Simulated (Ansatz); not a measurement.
# Convergence of a linear-scaling basis for liquid SiO0.5 at 3700 K (79 atoms), part 2 of 3

Aim: test how closely localised support functions follow the reference on liquid SiO0.5 at 3700 K (79 atoms), and at what cost. A setting counts as converged where the r.m.s. difference of forces stays under 1 % of the r.m.s. force.

Ansatz 0.2.0; Kohn-Sham DFT, PBE, PAW (set soft_2), plane waves.

The cell: 53 Si and 26 O. The network of bonds at the start is that of the classical potential that made the cell. Only the Γ point is sampled, in a cell whose shortest periodic width is 11 Å.

So far. Step 3 (Support functions medium): Forces differ from the reference by 0.45 meV/Å r.m.s., 0.023 % of their size, well within a tolerance of 1 %; the energy by -2.7 meV/atom. It took roughly 8.1 times the reference's time (one timing each, with unlike analyses asked), in 16 cycles against 11. Step 4 (Support functions low): Forces differ from the reference by 0.46 meV/Å r.m.s., 0.023 % of their size, well within a tolerance of 1 %; the energy by -2.7 meV/atom.

## Step 5: Support functions high

With localised support functions most steps grow linearly with size, though the diagonalisation grows faster unless the density matrix is cut; this run measures error and cost at this size.

This step: Kohn-Sham DFT, PBE, PAW (set soft_2), localised support functions (high) (Ansatz 0.2.0).

Input file input.yaml:

```yaml
crystal:
  lattice:
    - [11.195, 0.0, 0.0]
    - [0.0, 11.195, 0.0]
    - [0.0, 0.0, 11.195]
  atoms:
    [... the 79 atom lines of step 2 ...]
kpoints:
  mp_grid: { grid: [1, 1, 1] }
hamiltonian:
  xc: pbe
scf:
  occupations: { method: fermi_dirac, width: 0.025 }
  eigensolver: { kind: { support_functions: { accuracy: high } } }
  max_iter: 150
output:
  forces: true
  eigenvalues: true
```

Started as:

```
$ ansatz run input.yaml --threads 4 --pin off --max-ram 8192MiB --backend cpu --events-out ev --progress --plain --runs-dir out
```

What it wrote:

```text
Warning: scf.eigensolver.kind.support_functions: disabling space-group detection — the functions' gradient is summed over unrotated k-points, so no spatial operation reduces the k-mesh or symmetrises the density; time reversal is kept, so that k and −k are solved as one point where they differ and the mesh holds both, and exact exchange and, on two spinor components, a DFT+U term hold to it where the run has them: [...]
Warning: basis.ecutwfc = 631 eV, auto-derived: no grid that the accuracy of the support functions lays serves the files at the lower one that their records recommend; a deck with other species or settings can derive another value
settings of this run that can trade accuracy for cost: scf.eigensolver.kind.support_functions [...]
Engine: ansatz 0.2.0, aarch64-unknown-linux-gnu
Pseudopotentials: kind: paw
Pseudopotential: Si, paw, valence charge 4, recommended cutoff 420 eV (normal), Si.paw.azcp
Pseudopotential: O, paw, valence charge 6, recommended cutoff 420 eV (normal), O.paw.azcp
[... 5 lines on functional and potentials left out ...]
Error: memory limit exceeded: the `scf loop` phase needs 8.94 GiB against the run's memory maximum of 8.00 GiB; largest carriers: support functions 7.25 GiB, density mixer 0.55 GiB, unmodelled-tail allowance 0.36 GiB, ion tables 0.31 GiB, iteration grids 0.14 GiB; this run sums exchange and correlation above basis.xc_grid: [...]
with nothing else changed it takes a maximum of at least 8.95 GiB, with nothing to spare, and 9.84 GiB leaves up to a tenth: --max-ram 9.84GiB where that set the maximum, else more of the term that did, and with no share typed, where 9.84 GiB is over 0.88 of the host's memory or its container's limit, [...]
```

It took 4.2 s on 4 threads of Arm Neoverse V1, shared host; peak memory 0.47 GiB.

The program refused the input before any cycle.

The program's message: “Error: memory limit exceeded: the `scf loop` phase needs 8.94 GiB against the run's memory maximum of 8.00 GiB; largest carriers: support functions 7.25 GiB, density mixer 0.55 GiB, unmodelled-tail al …”

The refusal is over memory: the job needs 8.94 GiB where 8.00 GiB were allowed.

## Step 6: Support functions high

After the refusal for memory the run is tried again with basis.xc_grid typed, in the hope of saving memory. Against the reference, the basis becomes support functions and the exchange-correlation grid changes.

Edit input.yaml of step 5 so:

```diff
@@ -18 +18,3 @@
   eigenvalues: true
+basis:
+  xc_grid: 1
```

What it wrote:

```text
Warning: scf.eigensolver.kind.support_functions: disabling space-group detection — the functions' gradient is summed over unrotated k-points, so no spatial operation reduces the k-mesh or symmetrises the density; time reversal is kept, so that k and −k are solved as one point where they differ and the mesh holds both, and exact exchange and, on two spinor components, a DFT+U term hold to it where the run has them: [...]
Warning: basis.ecutwfc = 631 eV, auto-derived: no grid that the accuracy of the support functions lays serves the files at the lower one that their records recommend; a deck with other species or settings can derive another value
Warning: support functions under the default level of basis.xc_grid: at basis.xc_grid: 1 exchange and correlation are summed on fewer points, where forces can miss the bounds of the functions' level; take no difference of energies between a run at 1 and one at another level, and run at basis.xc_grid: [...]
settings of this run that can trade accuracy for cost: scf.eigensolver.kind.support_functions [...]
Engine: ansatz 0.2.0, aarch64-unknown-linux-gnu
Pseudopotentials: kind: paw
Pseudopotential: Si, paw, valence charge 4, recommended cutoff 420 eV (normal), Si.paw.azcp
Pseudopotential: O, paw, valence charge 6, recommended cutoff 420 eV (normal), O.paw.azcp
[... 5 lines on functional and potentials left out ...]
Error: memory limit exceeded: the `scf loop` phase needs 8.91 GiB against the run's memory maximum of 8.00 GiB; largest carriers: support functions 7.25 GiB, density mixer 0.55 GiB, unmodelled-tail allowance 0.36 GiB, iteration grids 0.32 GiB, ion tables 0.16 GiB; wavefunction blocks cannot be spilled: a run on support functions holds no wavefunction block
with nothing else changed it takes a maximum of at least 8.91 GiB, with nothing to spare, and 9.80 GiB leaves up to a tenth: --max-ram 9.80GiB where that set the maximum, else more of the term that did, and with no share typed, where 9.80 GiB is over 0.88 of the host's memory or its container's limit, [...]
```

The job ended after 4.2 s (4 threads; peak memory 0.46 GiB).

The program refused the input before any cycle.

The program's message: “Error: memory limit exceeded: the `scf loop` phase needs 8.91 GiB against the run's memory maximum of 8.00 GiB; largest carriers: support functions 7.25 GiB, density mixer 0.55 GiB, unmodelled-tail al …”

The refusal is over memory: the job needs 8.91 GiB where 8.00 GiB were allowed.

## Step 7: Support functions medium, radius 3.8 Å

The radius confines each support function; a larger one gives more freedom and more work per atom. Besides, the program derives a nominal cutoff of 464 eV for this run, against the reference's 420.

This step: Kohn-Sham DFT, PBE, PAW (set soft_2), localised support functions (medium) (Ansatz 0.2.0).

input.yaml, the sections that differ from step 6:

```yaml
scf:
  occupations: { method: fermi_dirac, width: 0.025 }
  eigensolver: { kind: { support_functions: { accuracy: medium, radius: 3.8 } } }
  max_iter: 150
# crystal, kpoints, hamiltonian, output: as in step 6
# basis: removed
```

What it wrote:

```text
[...]
Crystal: 79 atoms, lattice volume = 1403.047 Å³
Basis set: ecut = 464 eV, 31799 PW (Γ), exchange–correlation on 180×180×180 points (8 copies of the dense FFT grid, shifted against one another)
Bands: 221, of which v1, the nominal top of the filled ones, is band 184 counted from 1 (183 counted from 0)
Symmetry: 1 space group operations
k-points: 1
[...]
SCF iter   1: F=—  HF=-48395.311031 eV  |F-HF|=—  |Δ(HF+E_count)|=         —  Δρ=5.97e-2  dr2=2.53e2  ethr=1.00e-1
[...]
SCF iter  15: F=—  HF=-48407.544131 eV  |F-HF|=—  |Δ(HF+E_count)|=   1.13e-3  Δρ=6.93e-6  dr2=1.71e-6  ethr=1.41e-9  κ⁻¹=1.4e-4(r=7)
SCF iter  16: F=-48407.544132 eV  HF=-48407.544132 eV  |F-HF|=6.12e-8  |Δ(HF+E_count)|=   1.05e-6  Δρ=3.34e-6  dr2=5.59e-7  ethr=4.63e-10
SCF 1 converged in 16 iterations: F = -48407.566306 eV  dr2 = 5.59e-7
[...]
SCF converged after 16 iterations
[...]
Free energy (F): -48407.566306 eV
[...]
Internal energy: -48407.501114 eV  (E = F + TS)
E sigma→0 (E₀):  -48407.533710 eV
Entropy (-TS):   -0.065192 eV (-0.825 meV/atom)
Fermi energy:    5.866704 eV
[...]
Σ components = -48407.566306   (vs F -48407.566306, Δ=0.00e0)
--- Forces (eV/Å), atoms counted from 1 ---
  atom   1  Si    -1.14314585     0.10158966     1.63217218
  atom   2  Si    -2.99070940     2.06198442     0.09260691
  atom   3  Si     2.54861294    -0.85057175    -1.93086976
  atom   4  Si    -6.42294564     0.42189410     1.88143601
[...]
atom  79  O     -0.41576346     1.09240362     0.81551438
  max |Σ_I F_I| component: 1.53e-3 eV/Å
--- Band table (eV) ---
[...]
```

Elapsed: 2.3 min, on 4 threads; peak memory 4 GiB.

Keys that differ from the reference: support_functions.accuracy = "medium", support_functions.radius = 3.8 and scf.max_iter = 150.

Forces differ from the reference by 0.50 meV/Å r.m.s., 0.025 % of their size, well within a tolerance of 1 %; the energy by -2.7 meV/atom. It took roughly 7.7 times the reference's time (one timing each, with unlike analyses asked), in 16 cycles against 11.

## Step 8: Support functions medium, radius 4.11 Å

The radius confines each support function; a larger one gives more freedom and more work per atom. Besides, the program derives a nominal cutoff of 464 eV for this run, against the reference's 420.

input.yaml, the sections that differ from step 7:

```yaml
scf:
  occupations: { method: fermi_dirac, width: 0.025 }
  eigensolver: { kind: { support_functions: { accuracy: medium, radius: 4.11 } } }
  max_iter: 150
# crystal, kpoints, hamiltonian, output: as in step 7
```

What it wrote:

```text
[...]
Crystal: 79 atoms, lattice volume = 1403.047 Å³
Basis set: ecut = 464 eV, 31799 PW (Γ), exchange–correlation on 180×180×180 points (8 copies of the dense FFT grid, shifted against one another)
Bands: 221, of which v1, the nominal top of the filled ones, is band 184 counted from 1 (183 counted from 0)
Symmetry: 1 space group operations
k-points: 1
[...]
SCF iter   1: F=—  HF=-48397.173558 eV  |F-HF|=—  |Δ(HF+E_count)|=         —  Δρ=5.98e-2  dr2=2.53e2  ethr=1.00e-1
[...]
SCF iter  15: F=—  HF=-48407.558500 eV  |F-HF|=—  |Δ(HF+E_count)|=   4.24e-4  Δρ=6.79e-6  dr2=1.61e-6  ethr=1.27e-9  κ⁻¹=1.4e-4(r=7)
SCF iter  16: F=-48407.558501 eV  HF=-48407.558501 eV  |F-HF|=8.93e-8  |Δ(HF+E_count)|=   9.68e-7  Δρ=3.28e-6  dr2=5.49e-7  ethr=4.37e-10
SCF 1 converged in 16 iterations: F = -48407.566308 eV  dr2 = 5.49e-7
[...]
SCF converged after 16 iterations
[...]
Free energy (F): -48407.566308 eV
[...]
Internal energy: -48407.500860 eV  (E = F + TS)
E sigma→0 (E₀):  -48407.533584 eV
Entropy (-TS):   -0.065448 eV (-0.828 meV/atom)
Fermi energy:    5.866408 eV
[...]
Σ components = -48407.566308   (vs F -48407.566308, Δ=0.00e0)
--- Forces (eV/Å), atoms counted from 1 ---
  atom   1  Si    -1.14363250     0.10199464     1.63207077
  atom   2  Si    -2.99083877     2.06183806     0.09308166
  atom   3  Si     2.54886065    -0.85043289    -1.93089892
  atom   4  Si    -6.42314077     0.42147426     1.88095477
[...]
atom  79  O     -0.41554392     1.09178809     0.81599991
  max |Σ_I F_I| component: 6.86e-4 eV/Å
--- Band table (eV) ---
[...]
```

Run time: 3 min. Hardware: 4 threads; peak memory 4.6 GiB.

Keys that differ from the reference: support_functions.accuracy = "medium", support_functions.radius = 4.11 and scf.max_iter = 150.

Forces differ from the reference by 0.39 meV/Å r.m.s., 0.02 % of their size, well within a tolerance of 1 %; the energy by -2.7 meV/atom. It took roughly 10 times the reference's time (one timing each, with unlike analyses asked), in 16 cycles against 11.

## Step 9: Support functions medium, radius 4.38 Å

The radius confines each support function; a larger one gives more freedom and more work per atom. Besides, the program derives a nominal cutoff of 464 eV for this run, against the reference's 420.

input.yaml, the sections that differ from step 8:

```yaml
scf:
  occupations: { method: fermi_dirac, width: 0.025 }
  eigensolver: { kind: { support_functions: { accuracy: medium, radius: 4.38 } } }
  max_iter: 150
# crystal, kpoints, hamiltonian, output: as in step 8
```

What it wrote:

```text
[...]
Crystal: 79 atoms, lattice volume = 1403.047 Å³
Basis set: ecut = 464 eV, 31799 PW (Γ), exchange–correlation on 180×180×180 points (8 copies of the dense FFT grid, shifted against one another)
Bands: 221, of which v1, the nominal top of the filled ones, is band 184 counted from 1 (183 counted from 0)
Symmetry: 1 space group operations
k-points: 1
[...]
SCF iter   1: F=—  HF=-48397.350637 eV  |F-HF|=—  |Δ(HF+E_count)|=         —  Δρ=5.99e-2  dr2=2.53e2  ethr=1.00e-1
[...]
SCF iter  15: F=—  HF=-48407.563195 eV  |F-HF|=—  |Δ(HF+E_count)|=   1.78e-4  Δρ=9.65e-6  dr2=3.36e-6  ethr=1.99e-9  κ⁻¹=5.0e-4(r=7)
SCF iter  16: F=-48407.563197 eV  HF=-48407.563197 eV  |F-HF|=4.73e-8  |Δ(HF+E_count)|=   1.26e-6  Δρ=4.61e-6  dr2=9.77e-7  ethr=9.14e-10
SCF 1 converged in 16 iterations: F = -48407.566308 eV  dr2 = 9.77e-7
[...]
SCF converged after 16 iterations
[...]
Free energy (F): -48407.566308 eV
[...]
Internal energy: -48407.500800 eV  (E = F + TS)
E sigma→0 (E₀):  -48407.533554 eV
Entropy (-TS):   -0.065508 eV (-0.829 meV/atom)
Fermi energy:    5.866378 eV
[...]
Σ components = -48407.566308   (vs F -48407.566308, Δ=0.00e0)
--- Forces (eV/Å), atoms counted from 1 ---
  atom   1  Si    -1.14354116     0.10205385     1.63205528
  atom   2  Si    -2.99091733     2.06155920     0.09326750
  atom   3  Si     2.54901320    -0.85042573    -1.93099160
  atom   4  Si    -6.42318673     0.42139037     1.88076880
[...]
atom  79  O     -0.41561707     1.09168963     0.81604614
  max |Σ_I F_I| component: 5.10e-4 eV/Å
--- Band table (eV) ---
[...]
```

Elapsed: 3.6 min, on 4 threads; peak memory 5 GiB; 14 min of CPU time.

Keys that differ from the reference: support_functions.accuracy = "medium", support_functions.radius = 4.38 and scf.max_iter = 150.

Forces differ from the reference by 0.38 meV/Å r.m.s., 0.019 % of their size, well within a tolerance of 1 %; the energy by -2.7 meV/atom. It took roughly 12 times the reference's time (one timing each, with unlike analyses asked), in 16 cycles against 11.

## Step 10: Support functions medium, radius 4.7 Å

The radius confines each support function; a larger one gives more freedom and more work per atom. Besides, the program derives a nominal cutoff of 464 eV for this run, against the reference's 420.

input.yaml, the sections that differ from step 9:

```yaml
scf:
  occupations: { method: fermi_dirac, width: 0.025 }
  eigensolver: { kind: { support_functions: { accuracy: medium, radius: 4.7 } } }
  max_iter: 150
# crystal, kpoints, hamiltonian, output: as in step 9
```

What it wrote:

```text
[...]
Crystal: 79 atoms, lattice volume = 1403.047 Å³
Basis set: ecut = 464 eV, 31799 PW (Γ), exchange–correlation on 180×180×180 points (8 copies of the dense FFT grid, shifted against one another)
Bands: 221, of which v1, the nominal top of the filled ones, is band 184 counted from 1 (183 counted from 0)
Symmetry: 1 space group operations
k-points: 1
[...]
SCF iter   1: F=—  HF=-48397.517408 eV  |F-HF|=—  |Δ(HF+E_count)|=         —  Δρ=5.99e-2  dr2=2.53e2  ethr=1.00e-1
[...]
SCF iter  15: F=—  HF=-48407.565673 eV  |F-HF|=—  |Δ(HF+E_count)|=   4.88e-5  Δρ=9.52e-6  dr2=3.29e-6  ethr=1.90e-9  κ⁻¹=4.8e-4(r=7)
SCF iter  16: F=-48407.565674 eV  HF=-48407.565674 eV  |F-HF|=3.47e-8  |Δ(HF+E_count)|=   1.21e-6  Δρ=4.50e-6  dr2=9.53e-7  ethr=8.93e-10
SCF 1 converged in 16 iterations: F = -48407.566308 eV  dr2 = 9.53e-7
[...]
SCF converged after 16 iterations
[...]
Free energy (F): -48407.566308 eV
[...]
Internal energy: -48407.500780 eV  (E = F + TS)
E sigma→0 (E₀):  -48407.533544 eV
Entropy (-TS):   -0.065528 eV (-0.829 meV/atom)
Fermi energy:    5.866363 eV
[...]
Σ components = -48407.566308   (vs F -48407.566308, Δ=0.00e0)
--- Forces (eV/Å), atoms counted from 1 ---
  atom   1  Si    -1.14354780     0.10217170     1.63195073
  atom   2  Si    -2.99091920     2.06154387     0.09334195
  atom   3  Si     2.54909330    -0.85041725    -1.93105988
  atom   4  Si    -6.42315613     0.42135793     1.88071134
[...]
atom  79  O     -0.41556861     1.09167032     0.81613979
  max |Σ_I F_I| component: 7.05e-4 eV/Å
--- Band table (eV) ---
[...]
```

Wall time 4.8 min (4 threads); peak memory 5.6 GiB.

Keys that differ from the reference: support_functions.accuracy = "medium", support_functions.radius = 4.7 and scf.max_iter = 150.

Forces differ from the reference by 0.38 meV/Å r.m.s., 0.019 % of their size, well within a tolerance of 1 %; the energy by -2.7 meV/atom. It took roughly 16 times the reference's time (one timing each, with unlike analyses asked), in 16 cycles against 11.

## Step 11: Support functions medium, radius 5.28 Å

The radius confines each support function; a larger one gives more freedom and more work per atom. Besides, the program derives a nominal cutoff of 464 eV for this run, against the reference's 420.

input.yaml, the sections that differ from step 10:

```yaml
scf:
  occupations: { method: fermi_dirac, width: 0.025 }
  eigensolver: { kind: { support_functions: { accuracy: medium, radius: 5.28 } } }
  max_iter: 150
# crystal, kpoints, hamiltonian, output: as in step 10
```

What it wrote:

```text
[...]
Crystal: 79 atoms, lattice volume = 1403.047 Å³
Basis set: ecut = 464 eV, 31799 PW (Γ), exchange–correlation on 180×180×180 points (8 copies of the dense FFT grid, shifted against one another)
Bands: 221, of which v1, the nominal top of the filled ones, is band 184 counted from 1 (183 counted from 0)
Symmetry: 1 space group operations
k-points: 1
[...]
SCF iter   1: F=—  HF=-48397.507562 eV  |F-HF|=—  |Δ(HF+E_count)|=         —  Δρ=6.00e-2  dr2=2.53e2  ethr=1.00e-1
[...]
SCF iter  15: F=—  HF=-48407.566295 eV  |F-HF|=—  |Δ(HF+E_count)|=   7.78e-6  Δρ=9.57e-6  dr2=3.16e-6  ethr=1.74e-9  κ⁻¹=4.5e-4(r=7)
SCF iter  16: F=-48407.566296 eV  HF=-48407.566296 eV  |F-HF|=6.71e-8  |Δ(HF+E_count)|=   1.14e-6  Δρ=4.47e-6  dr2=9.45e-7  ethr=8.59e-10
SCF 1 converged in 16 iterations: F = -48407.566308 eV  dr2 = 9.45e-7
[...]
SCF converged after 16 iterations
[...]
Free energy (F): -48407.566308 eV
[...]
Internal energy: -48407.500778 eV  (E = F + TS)
E sigma→0 (E₀):  -48407.533543 eV
Entropy (-TS):   -0.065530 eV (-0.829 meV/atom)
Fermi energy:    5.866380 eV
[...]
Σ components = -48407.566308   (vs F -48407.566308, Δ=0.00e0)
--- Forces (eV/Å), atoms counted from 1 ---
  atom   1  Si    -1.14353339     0.10216093     1.63189359
  atom   2  Si    -2.99094575     2.06157273     0.09337211
  atom   3  Si     2.54912840    -0.85041299    -1.93110695
  atom   4  Si    -6.42315941     0.42129768     1.88069751
[...]
atom  79  O     -0.41558234     1.09167321     0.81613606
  max |Σ_I F_I| component: 9.18e-4 eV/Å
--- Band table (eV) ---
[...]
```

It took 7.5 min on 4 threads; peak memory 7.1 GiB.

Keys that differ from the reference: support_functions.accuracy = "medium", support_functions.radius = 5.28 and scf.max_iter = 150.

Forces differ from the reference by 0.39 meV/Å r.m.s., 0.020 % of their size, well within a tolerance of 1 %; the energy by -2.7 meV/atom. It took roughly 26 times the reference's time (one timing each, with unlike analyses asked), in 16 cycles against 11.

[end of part 2 of 3]

[Long decimals in the printed logs are rounded to 6 places.]

[Logs are printed without paths, hosts, clocks, repeated set-up lines and the standing remarks that a program may print on its own settings, such as how far it seeks lower states.]

[Hosts, paths, dates, database ids (printed as entryN), source tags and the programs' standing remarks are cut or masked in the printed files.]
